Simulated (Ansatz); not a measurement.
# How fast states decay through CaH2S2, part 2 of 4

Wanted: the relaxed cell of CaH2S2, its band edges and its decay constants. It is built by putting S for O in the CaH2O2 structure of space group C2, with the volume rescaled by atomic radii. The parent structure comes from the Materials Project.

Ansatz 0.2.0; r2SCAN DFT, plane waves, PAW files (the session's first sound run).

So far. Step 2 (Cell and atoms at rest): The largest force component on a free atom ends at 0.0043 eV/Å.

The structure was built from a prototype and need not be the compound's stable phase.

### Step 3. The bulk crystal and its band edges

The energy window and the wavevectors of the next steps follow from the band edges, so these are searched first, off the mesh as well.

Contents of input.yaml:

```yaml
crystal:
  lattice:
    - [3.7709653591, -2.1835916771, 0.2361415187]
    - [3.7709653591, 2.1835916771, 0.2361415187]
    - [-0.3835595244, 0.0, 5.9443799822]
  atoms:
    - { symbol: Ca, position: [0.910767881, 0.089232119, 0.0] }
    - { symbol: H, position: [0.2435886361, 0.4219787125, 0.5502609036] }
    - { symbol: H, position: [0.5780212875, 0.7564113639, 0.4497390964] }
    - { symbol: S, position: [0.2439838081, 0.4224546128, 0.7755702018] }
    - { symbol: S, position: [0.5775453872, 0.7560161919, 0.2244297982] }
kpoints:
  mp_grid: { grid: [8, 8, 4] }
  band_path: { path: [VBM, CBM], npoints: 30 }
scf:
  occupations: { method: fixed }
hamiltonian:
  xc: r2scan
output:
  eigenvalues: true
  write_potential: true
  write_density: true
  volumetric_format: npy
```

On the command line:

```bash
> ansatz run input.yaml --threads 2 --pin off --max-ram 4096MiB --backend cpu --events-out ev --progress --plain --runs-dir out
```

Numbers of over 12 decimals in the logs are rounded to 6 here.

What it wrote:

```text
[...]
Crystal: 5 atoms, lattice volume = 98.291 Å³
Basis set: ecut = 500 eV, 2499 PW (Γ), exchange–correlation on 128×128×180 points (64 copies of the dense FFT grid, shifted against one another)
Bands: 17, of which v1, the nominal top of the filled ones, is band 12 counted from 1 (11 counted from 0)
Symmetry: 2 space group operations
[...]
k-points: 78 of 256 (time reversal used)
[...]
SCF iter   1: F=—  HF=-3670.417400 eV  |F-HF|=—  |Δ(HF+E_count)|=         —  Δρ=4.57e-3  dr2=2.31e-2  dr2_τ=3.87e-2  ethr=1.77e-3  ⟨swp⟩=5.1  Hψ=6522  notcnv=0  defer=222
[...]
SCF iter   6: F=-3670.415783 eV  HF=-3670.415783 eV  |F-HF|=5.79e-8  |Δ(HF+E_count)|=   8.55e-7  Δρ=6.63e-6  dr2=5.97e-8  dr2_τ=3.12e-9  ethr=4.17e-10  ⟨swp⟩=10.8  Hψ=8350  notcnv=0
SCF 1 converged in 6 iterations: F = -3670.415783 eV  dr2 = 5.97e-8
[...]
NSCF: frozen V_eff on 68 k-points
[...]
SCF converged after 6 iterations
Free energy (F): -3670.415783 eV
[...]
Internal energy: -3670.415783 eV  (E = F + TS)
E sigma→0 (E₀):  -3670.415783 eV
Fermi energy:    2.034178 eV
[...]
--- Band table (eV; the first three rows and the last of 78) ---
  k-point 0: bands = [... 8 lower, 0.8580, 0.8624, 2.0314, 2.0342, 6.4763, 6.5673, 7.1653, 7.6465, ... 1 higher]
  k-point 1: bands = [... 8 lower, 0.9141, 0.9171, 1.9462, 1.9511, 6.3729, 7.0250, 7.5673, 7.5732, ... 1 higher]
  k-point 2: bands = [... 8 lower, 0.9801, 0.9812, 1.8516, 1.8592, 6.3887, 7.4643, 7.4918, 7.4974, ... 1 higher]
  k-point 77: bands = [... 8 lower, 0.4821, 0.9435, 1.1704, 1.2905, 6.5812, 7.9150, 8.0245, 8.5140, ... 1 higher]
```

Run time: 35 s. Hardware: 2 threads of Intel Xeon Platinum 8175M at 2.50GHz (Skylake/Cascade Lake), shared host; peak memory 0.58 GiB; 68 s of CPU time.

This step gave:

```
free energy         : -3670.4158 eV
Fermi energy        : 2.034 eV
gap on the k-mesh   : 3.891 eV
gap on path         : 3.891 eV, by band count; negative where bands overlap
direct gap on path  : 4.441 eV
edge places on path : 0, 0.8315 1/A along the path
```

Electronic bands along the path, in eV, zero at the Fermi level (highest filled level under fixed occupations); v1 is the highest filled band, c1 the lowest empty one:

```
  point     v4     v3     v2     v1    c1    c2    c3    c4
    VBM  -1.18  -1.17   0.00   0.00  4.44  4.53  5.13  5.61
halfway  -1.45  -1.12  -0.94  -0.27  4.33  5.19  5.70  6.09
    CBM  -2.15  -1.17  -1.03  -0.55  3.89  5.78  6.07  6.58
```

The searched edges give 3.89 eV, as on the mesh.

### Step 4. Decaying states in the gap, plane (100), k-mesh 4×6×6

This step: r2SCAN DFT, plane waves, PAW files; complex bands by layer matching along the plane's normal (Ansatz 0.2.0).

The same crystal is laid in a cell whose first two vectors span the (100) plane (indices of the standard conventional cell, whose axes can be ordered otherwise than in the bulk input). At fixed energy and wavevector in the plane the solver finds all kz, real and complex. A few wavevectors are listed, (0, 0) and (0.5, 0) in units of the plane's reciprocal vectors; the slowest state needn't be among them.

Contents of input.yaml:

```yaml
crystal:
  lattice:
    - [5.956741667, 0.0, 0.0]
    - [0.0, 4.367183354, 0.0]
    - [-0.007164112, 2.183591677, 3.778345039]
  atoms:
    - { symbol: Ca, position: [0.0, 0.910767881, 0.0] }
    - { symbol: H, position: [0.5502609036, 0.5780212875, 0.6655673486] }
    - { symbol: H, position: [0.4497390964, 0.2435886361, 0.3344326514] }
    - { symbol: S, position: [0.7755702018, 0.5775453872, 0.6664384209] }
    - { symbol: S, position: [0.2244297982, 0.2439838081, 0.3335615791] }
kpoints:
  mp_grid: { grid: [4, 6, 6] }
scf:
  occupations: { method: fixed }
hamiltonian:
  xc: r2scan
output:
  eigenvalues: true
  transmission:
    leads: [[0, 0]]
    kpoints: [[0.0, 0.0], [0.5, 0.0]]
    e_range: [-1.0, 4.89]
    de: 0.15
```

What it wrote:

```text
[...]
Crystal: 5 atoms, lattice volume = 98.291 Å³
Basis set: ecut = 500 eV, 2499 PW (Γ), exchange–correlation on 180×128×128 points (64 copies of the dense FFT grid, shifted against one another)
Bands: 17, of which v1, the nominal top of the filled ones, is band 12 counted from 1 (11 counted from 0)
Symmetry: 2 space group operations
[...]
k-points: 47 of 144 (time reversal used)
[...]
SCF iter   1: F=—  HF=-3670.417398 eV  |F-HF|=—  |Δ(HF+E_count)|=         —  Δρ=4.56e-3  dr2=2.28e-2  dr2_τ=3.87e-2  ethr=1.77e-3  ⟨swp⟩=5.2  Hψ=3934  notcnv=0  defer=130
[...]
SCF iter   6: F=-3670.415749 eV  HF=-3670.415749 eV  |F-HF|=5.88e-8  |Δ(HF+E_count)|=   8.63e-7  Δρ=6.64e-6  dr2=5.96e-8  dr2_τ=3.01e-9  ethr=4.17e-10  ⟨swp⟩=10.7  Hψ=4922  notcnv=0
SCF 1 converged in 6 iterations: F = -3670.415749 eV  dr2 = 5.96e-8
[...]
transmission: 6 of 12 steps passed
transmission: 12 of 12 steps passed
SCF converged after 6 iterations
Free energy (F): -3670.415749 eV
[...]
Internal energy: -3670.415749 eV  (E = F + TS)
E sigma→0 (E₀):  -3670.415749 eV
Fermi energy:    2.034215 eV
[...]
--- Band table (eV; the first three rows and the last of 47) ---
  k-point 0: bands = [... 8 lower, 0.8580, 0.8624, 2.0315, 2.0342, 6.4763, 6.5673, 7.1653, 7.6465, ... 1 higher]
  k-point 1: bands = [... 8 lower, 0.7655, 0.8846, 1.4579, 1.8938, 6.4738, 7.1108, 7.2560, 7.8958, ... 1 higher]
  k-point 2: bands = [... 8 lower, 0.2584, 0.9287, 0.9518, 1.6263, 6.1618, 7.4745, 7.9850, 8.3522, ... 1 higher]
  k-point 46: bands = [... 8 lower, 0.5529, 0.9443, 1.0527, 1.1906, 6.9053, 7.5290, 8.2985, 8.6092, ... 1 higher]
--- Transmission ---
  basis      : 271 plane waves across, 6 finite elements along
  points     : 2, as listed
  energies   : 40 from -1.000000 to 4.850000 eV about the Fermi level, 0.150000 eV apart; the leads are filled to 1.945571 eV, and channels, transmission and decay are at 2.000000 eV
  crystal 0  : H2S2Ca1, at the sites [0, 0], period 3.7783 Å: whole cells are its period
    offset         : up to 0.0000 Å between an atom of the period and one for which it stands
    channels       : 0.000000e0 a spin
    conductance    : none, the energies end too early or step too widely for 300 K: set another output.transmission.e_range or a lower de, or, where they end at an eighth of basis.ecutwfc, a higher one
    slowest decay  : 0.3092 /Å at (0.0000, 0.0000)
```

The job ended after 34 s (2 threads; peak memory 0.94 GiB).

This step gave:

| Quantity | Value |
| --- | --- |
| free energy | -3670.4157 eV |
| level to which the leads are filled | 1.946 eV from the Fermi level |
| decay constant at the filling level, zone centre | 0.3092 Å⁻¹ |
| decay constant at the filling level, slowest listed point | 0.3092 Å⁻¹ |

K parallel (0, 0); values up to 1.5 1/Å, a degenerate pair printed once or twice; energies at which all values exceed this have no row. The Im kz of the slowest decaying states by energy, zero at the highest filled level on the SCF mesh:

```
energy (eV)  decay 1 (Å⁻¹)  decay 2 (Å⁻¹)  decay 3 (Å⁻¹)  decay 4 (Å⁻¹)
      -1.00          0.176          0.378          0.568          0.614
      -0.55         0.0130          0.607          0.627          0.928
      -0.10          0.644          0.646          0.893          0.992
       0.05         0.0708          0.159          0.646          0.654
       0.20          0.137          0.296          0.647          0.659
       0.65          0.228          0.465          0.642          0.666
       1.10          0.273          0.540          0.629          0.663
       1.55          0.298          0.578          0.607          0.651
       2.00          0.309          0.576          0.595          0.631
       2.30          0.310          0.547          0.598          0.612
       2.75          0.303          0.487          0.576          0.591
       3.20          0.284          0.400          0.527          0.574
       3.65          0.249          0.252          0.458          0.546
       3.95          0.212          0.397          0.520          0.535
       4.40          0.110          0.216          0.468          0.487
       4.85          0.182          0.236          0.394          0.429
```

K parallel (0.5, 0); values up to 1.5 1/Å, a degenerate pair printed once or twice; energies at which all values exceed this have no row. Table of Im kz of the slowest decaying states by energy, zero at the highest filled level on the SCF mesh:

```
energy (eV)  decay 1 (Å⁻¹)  decay 2 (Å⁻¹)  decay 3 (Å⁻¹)  decay 4 (Å⁻¹)
      -1.00          0.203          0.573           1.05           1.12
      -0.55          0.481          0.932           1.04           1.06
      -0.10          0.114          0.195          0.555           1.02
       0.05          0.192          0.310          0.571           1.01
       0.20          0.241          0.378          0.585          0.995
       0.65          0.329          0.490          0.617          0.946
       1.10          0.377          0.543          0.641          0.893
       1.55          0.403          0.569          0.662          0.837
       2.00          0.414          0.578          0.680          0.779
       2.30          0.414          0.576          0.678          0.756
       2.75          0.403          0.564          0.656          0.715
       3.20          0.377          0.542          0.622          0.646
       3.65          0.328          0.508          0.574          0.579
       3.95          0.272          0.479          0.516          0.538
       4.40          0.383          0.420          0.426          0.607
       4.85          0.168          0.293          0.335          0.487
```

At the listed wavevectors the last open channel is at -0.10 eV and the next at +3.95 eV on the grid. At +2.00 eV, the grid energy nearest the filling level (the middle of the gap on the SCF mesh), the slowest state at the listed wavevectors decays with κ = 0.309 Å⁻¹, its amplitude falling by e over 3.2 Å. Through 1 nm of this crystal that state's transmission falls by exp(−2 × 0.309 Å⁻¹ × 10 Å) = 0.0021.

### Step 5. Decay over the two-dimensional zone

The listed points could miss the slowest state, so one energy near mid-gap is solved on a mesh of 8×12.

input.yaml: that of step 4 with these lines changed.

```diff
@@ -19,6 +19,2 @@
   eigenvalues: true
-  transmission:
-    leads: [[0, 0]]
-    kpoints: [[0.0, 0.0], [0.5, 0.0]]
-    e_range: [-1.0, 4.89]
-    de: 0.15
+  transmission: { leads: [[0, 0]], kmesh: [8, 12], e_range: [1.95, 1.96], de: 0.05 }
```

What it wrote:

```text
[...]
Crystal: 5 atoms, lattice volume = 98.291 Å³
Basis set: ecut = 500 eV, 2499 PW (Γ), exchange–correlation on 180×128×128 points (64 copies of the dense FFT grid, shifted against one another)
Bands: 17, of which v1, the nominal top of the filled ones, is band 12 counted from 1 (11 counted from 0)
Symmetry: 2 space group operations
[...]
k-points: 47 of 144 (time reversal used)
[...]
SCF iter   1: F=—  HF=-3670.417398 eV  |F-HF|=—  |Δ(HF+E_count)|=         —  Δρ=4.56e-3  dr2=2.28e-2  dr2_τ=3.87e-2  ethr=1.77e-3  ⟨swp⟩=5.2  Hψ=3934  notcnv=0  defer=130
[...]
SCF iter   6: F=-3670.415749 eV  HF=-3670.415749 eV  |F-HF|=5.88e-8  |Δ(HF+E_count)|=   8.63e-7  Δρ=6.64e-6  dr2=5.96e-8  dr2_τ=3.01e-9  ethr=4.17e-10  ⟨swp⟩=10.7  Hψ=4922  notcnv=0
SCF 1 converged in 6 iterations: F = -3670.415749 eV  dr2 = 5.96e-8
[...]
transmission: 48 of 300 steps passed
transmission: 72 of 300 steps passed
[...]
transmission: 300 of 300 steps passed
SCF converged after 6 iterations
Free energy (F): -3670.415749 eV
[...]
Internal energy: -3670.415749 eV  (E = F + TS)
E sigma→0 (E₀):  -3670.415749 eV
Fermi energy:    2.034215 eV
[...]
--- Band table (eV; the first three rows and the last of 47) ---
  k-point 0: bands = [... 8 lower, 0.8580, 0.8624, 2.0315, 2.0342, 6.4763, 6.5673, 7.1653, 7.6465, ... 1 higher]
  k-point 1: bands = [... 8 lower, 0.7655, 0.8846, 1.4579, 1.8938, 6.4738, 7.1108, 7.2560, 7.8958, ... 1 higher]
  k-point 2: bands = [... 8 lower, 0.2584, 0.9287, 0.9518, 1.6263, 6.1618, 7.4745, 7.9850, 8.3522, ... 1 higher]
  k-point 46: bands = [... 8 lower, 0.5529, 0.9443, 1.0527, 1.1906, 6.9053, 7.5290, 8.2985, 8.6092, ... 1 higher]
--- Transmission ---
  basis      : 271 plane waves across, 6 finite elements along
  points     : 50, standing for a mesh of 8 x 12
  energies   : 1 from 1.950000 to 1.950000 eV about the Fermi level; the leads are filled to 1.945571 eV, and channels, transmission and decay are at 1.950000 eV
  crystal 0  : H2S2Ca1, at the sites [0, 0], period 3.7783 Å: whole cells are its period
[...]
channels       : 0.000000e0 a spin
    conductance    : none, crystal 0 has no channel at the energies, or these end too early or step too widely for 300 K: set another output.transmission.e_range or a lower de, or, where they end at an eighth of basis.ecutwfc, a higher one
    slowest decay  : 0.3085 /Å at (0.0000, 0.0000)
```

Run time: 75 s. Hardware: 2 threads; peak memory 0.97 GiB.

This step gave:

```yaml
least_decay_constant_on_the_mesh: 0.3085 Å⁻¹
```

Slowest decay constant (1/Å; 0 where a channel is open) over k1 and k2. At 1.9500 eV from the Fermi level.

Values, 12 rows by 8 columns:
```
0.458 0.448 0.428 0.408 0.404 0.408 0.428 0.448
0.467 0.451 0.434 0.426 0.434 0.426 0.434 0.451
0.474 0.455 0.431 0.446 0.466 0.446 0.431 0.455
0.473 0.458 0.412 0.396 0.431 0.396 0.412 0.458
0.483 0.469 0.413 0.358 0.341 0.358 0.413 0.469
0.414 0.408 0.378 0.327 0.308 0.327 0.378 0.408
0.483 0.469 0.413 0.358 0.341 0.358 0.413 0.469
0.473 0.458 0.412 0.396 0.431 0.396 0.412 0.458
0.474 0.455 0.431 0.446 0.466 0.446 0.431 0.455
0.467 0.451 0.434 0.426 0.434 0.426 0.434 0.451
0.458 0.448 0.428 0.408 0.404 0.408 0.428 0.448
0.454 0.456 0.431 0.404 0.394 0.404 0.431 0.456
```
Columns: k1 (b1) from -0.5 to 0.375; rows upwards: k2 (b2) from -0.5 to 0.417.

The least value on the mesh is 0.308 Å⁻¹ at +1.95 eV. At that energy the listed points give about 0.308 Å⁻¹ by interpolation, so the mesh holds no clearly slower state.

[end of part 2 of 4]

[Logs are printed without paths, hosts, clocks, repeated set-up lines and the standing remarks that a program may print on its own settings, such as how far it seeks lower states.]

[Hosts, paths, dates, database ids (printed as entryN), source tags and the programs' standing remarks are cut or masked in the printed files.]
